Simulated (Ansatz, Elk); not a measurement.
# ZrZn3Fe2: X-ray structure factors from the self-consistent density

Structure refinements treat a crystal as free atoms side by side. For a made-up structure of ZrZn3Fe2 (cell and positions from a PBEsol relaxation) the runs below show what the calculated density changes in F(hkl).

Program: Elk 11.2.3 (patched build). Level of theory: DFT, PBE, all-electron APW+lo, Dirac cores, scalar-relativistic bands, static density, ferromagnetic start. Results are calculated unless marked as measured.

The structure was built from a prototype and need not be the compound's stable phase.

## 1. The structure

The structure is hexagonal, space group P6/mmm (No. 191). The conventional cell has a = 4.848 Å, b = 4.848 Å, c = 4.180 Å, α = 90.00°, β = 90.00°, γ = 120.00°. Nearest to Zr lie 6 Fe at 2.80 Å. Nearest to Zn lie 4 Zn at 2.42 Å and 4 Fe at 2.52 Å. Nearest to Fe lie 6 Zn at 2.52 Å and 3 Zr at 2.80 Å and 3 Fe at 2.80 Å. Farther neighbours are not listed.

## 2. Ground state and structure factors

An all-electron density is needed, since X-rays see the cores too. Task 0 finds the density and task 195 Fourier-transforms it; tshift is off so that phases refer to the origin typed.

Input file elk.in:

```
tasks
  0
  195
  196

xctype
  20

spinpol
  .true.

rgkmax
  7.0

gmaxvr
  14.0

lmaxo
  7

lmaxapw
  8

swidth
  0.002

tshift
  .false.

ramdisk
  .false.

hmaxvr
  5.5

maxscl
  120

epspot
  1e-06

reducebf
  0.8

sppath
  './'

avec
  9.16182870405 0.00000000000 0.00000000000
  -4.58091435202 7.93437640283 0.00000000000
  0.00000000000 0.00000000000 7.89839328099

atoms
  3
  'Zr.in'
  1
  -0.0000000000 -0.0000000000 0.0000000000   0.000000 0.000000 0.000000
  'Zn.in'
  3
  0.0000000000 0.5000000000 0.5000000000   0.000000 0.000000 0.000000
  0.5000000000 0.5000000000 0.5000000000   0.000000 0.000000 0.000000
  0.5000000000 -0.0000000000 0.5000000000   0.000000 0.000000 0.000000
  'Fe.in'
  2
  0.6666666667 0.3333333333 0.0000000000   0.000000 0.000000 -0.105000
  0.3333333333 0.6666666667 0.0000000000   0.000000 0.000000 -0.105000

ngridk
  5 5 5
```

Run with:

```
$ OMP_NUM_THREADS=4 elk
```

Numbers of over 12 decimals in the logs are rounded to 6 here.

Log:

```text
┌─────────────────────────┐
│ Elk code version 11.2.3 │
└─────────────────────────┘

All units are atomic (Hartree, Bohr, etc.)

┌─────────────────────────────────────────────────┐
│ Ground-state run starting from atomic densities │
└─────────────────────────────────────────────────┘

Lattice vectors :
   9.161828704       0.000000000       0.000000000
  -4.580914352       7.934376403       0.000000000
   0.000000000       0.000000000       7.898393281

Reciprocal lattice vectors :
  0.6858003473      0.3959470151      -0.000000000
   0.000000000      0.7918940303       0.000000000
   0.000000000      -0.000000000      0.7955017032

Unit cell volume      :    574.1610422
Brillouin zone volume :   0.4320220203

Muffin-tin inner radius fraction :   0.1000000000E-01

Nuclei treated as point charges

Species : 1 (Zr)
 parameters loaded from : Zr.in
 name : zirconium
 nuclear charge    :   -40.00000000
 electronic charge :    40.00000000
 atomic mass :    166291.1793
 muffin-tin radius :    2.600000000
 number of radial points in muffin-tin :   1193
 inner part over the whole radius :   0.9967875514E-02
 number on inner part of muffin-tin    :    848
 approximate nuclear radius :   0.8202877663E-04
 number of mesh points to nuclear radius :    417
 atomic positions (lattice), magnetic fields (Cartesian) :
  1 :   0.00000000  0.00000000  0.00000000    0.00000000  0.00000000  0.00000000

Species : 2 (Zn)
 parameters loaded from : Zn.in
 name : zinc
 nuclear charge    :   -30.00000000
 electronic charge :    30.00000000
 atomic mass :    119233.3130
 muffin-tin radius :    2.265457176
 number of radial points in muffin-tin :    993
 inner part over the whole radius :   0.9855808748E-02
 number on inner part of muffin-tin    :    700
 approximate nuclear radius :   0.7484757725E-04
 number of mesh points to nuclear radius :    339
 atomic positions (lattice), magnetic fields (Cartesian) :
  1 :   0.00000000  0.50000000  0.50000000    0.00000000  0.00000000  0.00000000
  2 :   0.50000000  0.50000000  0.50000000    0.00000000  0.00000000  0.00000000
  3 :   0.50000000  0.00000000  0.50000000    0.00000000  0.00000000  0.00000000

Species : 3 (Fe)
 parameters loaded from : Fe.in
 name : iron
 nuclear charge    :   -26.00000000
 electronic charge :    26.00000000
 atomic mass :    101799.2075
 muffin-tin radius :    2.400000000
 number of radial points in muffin-tin :    993
 inner part over the whole radius :   0.9896234358E-02
 number on inner part of muffin-tin    :    700
 approximate nuclear radius :   0.7160107270E-04
 number of mesh points to nuclear radius :    332
 atomic positions (lattice), magnetic fields (Cartesian) :
  1 :  -0.33333333  0.33333333  0.00000000    0.00000000  0.00000000 -0.10500000
  2 :   0.33333333 -0.33333333  0.00000000    0.00000000  0.00000000 -0.10500000

Total number of atoms per unit cell :    6
Total muffin-tin volume :    335.5430053
 ratio of muffin-tin to unit cell volume :   0.5844057341

Spin treatment :
 spin-polarised
 global magnetic field (Cartesian) :    0.000000000       0.000000000       0.000000000
 collinear magnetisation in z-direction

Number of Bravais lattice symmetries :   24
Number of crystal symmetries         :   24
Crystal has inversion symmetry
Real symmetric eigensolver will be used

k-point grid :      5     5     5
k-point offset :    0.000000000       0.000000000       0.000000000
k-point set is reduced with full crystal symmetry group
Total number of k-points :       15

Muffin-tin radius times maximum |G+k| :    7.000000000
 using average radius
Maximum |G+k| for APW functions       :    2.958502454
Maximum (1/2)|G+k|²                   :    4.376368384
Maximum |G| for potential and density :    14.00000000
Constant for pseudocharge density :    9
 order of it for each species :   16  16  16
 order of it for pair densities of each species (exact exchange by exxq0 0: 17) :   12   9  10
Radial integration step length :    1

G-vector grid sizes :     42    42    36
[...]
Absolute change in total energy (target)   :   0.5137049088     (  0.1000000000E-03)

[... loops 3 to 21 left out ...]

┌──────────────────┐
│ Loop number : 22 │
└──────────────────┘

Energies :
 Fermi                       :     0.302991
 sum of occupied eigenvalues :     -6684.4369239995
 electron kinetic            :      11786.692677299
 core electron kinetic       :      10796.889016012
 Coulomb                     :     -22878.492255052
 Coulomb potential           :     -17897.242990650
 nuclear-nuclear             :     -1736.7147959099
 electron-nuclear            :     -24442.790716703
 Hartree                     :      3301.0132575603
 Madelung                    :     -13929.870759727
 xc potential                :     -573.70493539462
 xc effective B-field        :    -0.181655
 external B-field            :      0.000000
 exchange                    :     -432.48555048584
 correlation                 :     -8.858915
 electron entropic           :    -0.20074209260368E-02
 total energy                :     -11533.146050431
 (external B-field energy excluded from total)

Density of states at Fermi energy :    154.3711371
 (states/Hartree/unit cell)

Estimated indirect band gap :   0.2200190734E-02
 from k-point 14 to k-point 5
Estimated direct band gap   :   0.2737504639E-02
 at k-point 14

Charges :
 core                        :    84.00000000
 valence                     :    98.00000000
 interstitial                :    7.100523735
 muffin-tins (core leakage)
  species : 1 (Zr)
[...]
species : 2 (Zn)
[...]
species : 3 (Fe)
[...]
total in muffin-tins        :    174.8994763
 total calculated charge     :    181.9990347
 total charge                :    182.0000000
 error                       :   0.9652775273E-03

Moments :
 interstitial                :  -0.1412715756E-01
 muffin-tins
  species : 1 (Zr)
[...]
species : 2 (Zn)
[...]
species : 3 (Fe)
[...]
total in muffin-tins        :    4.172509153
 total moment                :    4.158381995

RMS change in Kohn-Sham potential (target) :   0.4496618211E-06 (  0.1000000000E-05)
Absolute change in total energy (target)   :   0.2646965731E-04 (  0.1000000000E-03)

Convergence targets achieved

┌──────────────────┐
│ Loop number : 23 │
└──────────────────┘

Energies :
 Fermi                       :     0.302991
 sum of occupied eigenvalues :     -6684.4369136670
 electron kinetic            :      11786.692684376
 core electron kinetic       :      10796.889035094
 Coulomb                     :     -22878.492247894
 Coulomb potential           :     -17897.243010951
 nuclear-nuclear             :     -1736.7147959099
 electron-nuclear            :     -24442.790679396
 Hartree                     :      3301.0132274118
 Madelung                    :     -13929.870742419
 xc potential                :     -573.70491905731
 xc effective B-field        :    -0.181657
 external B-field            :      0.000000
 exchange                    :     -432.48554993849
 correlation                 :     -8.858915
 electron entropic           :    -0.20074256636470E-02
 total energy                :     -11533.146035539
 (external B-field energy excluded from total)

Density of states at Fermi energy :    154.3711345
 (states/Hartree/unit cell)

Estimated indirect band gap :   0.2199397195E-02
 from k-point 14 to k-point 5
Estimated direct band gap   :   0.2737393432E-02
 at k-point 14

Charges :
 core                        :    84.00000000
 valence                     :    98.00000000
 interstitial                :    7.100525493
 muffin-tins (core leakage)
  species : 1 (Zr)
[...]
species : 2 (Zn)
[...]
atom 3                    :    28.90411622     (  0.1810708700E-03)
  species : 3 (Fe)
   atom 1                    :    25.15857312     ( -0.2258118368E-06)
   atom 2                    :    25.15857312     ( -0.2258118368E-06)
 total in muffin-tins        :    174.8994745
 total calculated charge     :    181.9990347
 total charge                :    182.0000000
 error                       :   0.9652772488E-03

Moments :
 interstitial                :  -0.1413345352E-01
 muffin-tins
  species : 1 (Zr)
[...]
species : 2 (Zn)
[...]
atom 3                    :  -0.1506054029E-01
  species : 3 (Fe)
   atom 1                    :    2.144797983
   atom 2                    :    2.144797983
 total in muffin-tins        :    4.172531568
 total moment                :    4.158398114

┌──────────────────────────────┐
│ Self-consistent loop stopped │
└──────────────────────────────┘

Warning : core states of species 2 leak from the muffin-tin :   0.1810708700E-03

Wrote STATE.OUT
```

The job ended after 5.2 min (4 threads of Arm Neoverse V1, shared host; peak memory 0.64 GiB; 19 min of CPU time).

SFACRHO.OUT:

```text

h k l indices transformed by vhmat matrix:
   1.000000000       0.000000000       0.000000000    
   0.000000000       1.000000000       0.000000000    
   0.000000000       0.000000000       1.000000000    

      h      k      l  multipl.   |H|            Re(F)            Im(F)           |F|

      0      0      0      1   0.0000000       182.00000      0.17040087E-17   182.00000    
     -1      1      0      6  0.79189403      -15.094457     -0.39840426E-14   15.094457    
      0      0      1      2  0.79550170      0.31701816      0.43679456E-13  0.31701816    
     -1      0      1     12   1.1224612       36.875891      0.99601064E-14   36.875891    
      2     -1      0      6   1.3716007       46.548407     -0.59136887E-14   46.548407    
     -2      2      0      6   1.5837881       78.930699      0.35856383E-13   78.930699    
     -2      1     -1     12   1.5855950       89.359897     -0.16632225E-13   89.359897    
      0      0     -2      2   1.5910034       134.74437      0.76617242E-13   134.74437    
      2      0      1     12   1.7723452      -54.249285      0.11553723E-12   54.249285    
      1      0     -2     12   1.7771854      -10.798186      0.21912234E-13   10.798186    
      1     -3      0     12   2.0951547      -9.6309876     -0.19920213E-13   9.6309876    
     -2      1      2     12   2.1006143       38.849766      0.75521092E-14   38.849766    
     -3      2     -1     24   2.2410926       29.530680      0.79680851E-14   29.530680    
      2     -2     -2     12   2.2449224       68.070963      0.99601064E-14   68.070963    
      3     -3      0      6   2.3756821       36.356570      0.38397961E-13   36.356570    
      0      0     -3      2   2.3865051     -0.84257259     -0.20626397E-13  0.84257259    
     -3      0      1     12   2.5053320       71.310917      0.11102017E-13   71.310917    
     -1      1     -3     12   2.5144587       27.955720      0.59760638E-14   27.955720
```

Elk indexes on the primitive cell of elk.in and gives |H| = 4π sin θ/λ in inverse bohr. Below, one row stands for each form hkl of the conventional cell (m members, Friedel mates merged), F is for one primitive cell and the density is static (no thermal factor). Free-atom factors are Waasmaier and Kirfel's, and R is Σm||F|−|F'||/Σm|F|.

```
hkl   m  sin θ/λ (Å⁻¹)  abs F, DFT  neutral atoms   diff.
100   6          0.119      15.095         14.894  +0.201
001   2          0.120       0.317          0.506  -0.189
101  12          0.169      36.876         37.093  -0.217
110   6          0.206      46.548         46.702  -0.154
200   6          0.238      78.931         79.647  -0.716
111  12          0.238      89.360         90.053  -0.693
002   2          0.239     134.744        135.672  -0.928
201  12          0.267      54.249         55.051  -0.802
102  12          0.267      10.798         11.229  -0.431
210  12          0.315       9.631          9.963  -0.332
112  12          0.316      38.850         38.803  +0.047
211  24          0.337      29.531         29.550  -0.019
202  12          0.338      68.071         68.409  -0.338
300   6          0.357      36.357         36.230  +0.127
```

## 3. The magnetisation density

The same run holds the spin density, and task 196 transforms it. The order is that of the start, and no other was tried.

SFACMAG_1.OUT:

```text

h k l indices transformed by vhmat matrix:
   1.000000000       0.000000000       0.000000000    
   0.000000000       1.000000000       0.000000000    
   0.000000000       0.000000000       1.000000000    

      h      k      l  multipl.   |H|            Re(F)            Im(F)           |F|

      0      0      0      1   0.0000000       4.1583983      0.22237302E-17   4.1583983    
     -1      1      0      6  0.79189403      -1.8600416      -0.0000000       1.8600416    
      0      0      1      2  0.79550170       3.6017026      0.12742952E-16   3.6017026    
     -1      0      1     12   1.1224612      -1.7609493     -0.49800532E-15   1.7609493    
      2     -1      0      6   1.3716007       3.0625780     -0.17495227E-16   3.0625780    
     -2      2      0      6   1.5837881      -1.2713308     -0.12450133E-15   1.2713308    
     -2      1     -1     12   1.5855950       2.6374583      0.80586691E-17   2.6374583    
      0      0     -2      2   1.5910034       2.5932454      0.52588707E-16   2.5932454    
      2      0      1     12   1.7723452      -1.2612603      0.24900266E-15   1.2612603    
      1      0     -2     12   1.7771854      -1.1742225      0.24900266E-15   1.1742225    
      1     -3      0     12   2.0951547     -0.87134566     -0.62250665E-15  0.87134566    
     -2      1      2     12   2.1006143       1.8012868      0.14461934E-16   1.8012868    
     -3      2     -1     24   2.2410926     -0.78644153      0.12450133E-15  0.78644153    
      2     -2     -2     12   2.2449224     -0.82596319      0.24900266E-15  0.82596319    
      3     -3      0      6   2.3756821       1.4603033      0.13447116E-14   1.4603033    
      0      0     -3      2   2.3865051       1.3814415     -0.44087577E-17   1.3814415
```

The total moment is 4.16 μB a cell; sphere moments: Zr1 -0.07, Zn2 -0.02, Zn3 -0.02, Zn4 -0.02, Fe5 +2.14, Fe6 +2.14 μB. Polarised neutrons measure spin and orbital magnetisation together; without spin-orbit coupling the run gives the spin part:

```
hkl  sin θ/λ (Å⁻¹)  abs F_M (μB)
100          0.119         1.860
001          0.120         3.602
101          0.169         1.761
110          0.206         3.063
200          0.238         1.271
111          0.238         2.638
002          0.239         2.593
201          0.267         1.261
102          0.267         1.174
210          0.315         0.871
112          0.316         1.801
211          0.337         0.786
202          0.338         0.826
300          0.357         1.460
```

[end of part 1 of 2]

[Logs are printed without paths, hosts, clocks, repeated set-up lines and the standing remarks that a program may print on its own settings, such as how far it seeks lower states.]

[Hosts, paths, dates, database ids (printed as entryN), source tags and the programs' standing remarks are cut or masked in the printed files.]
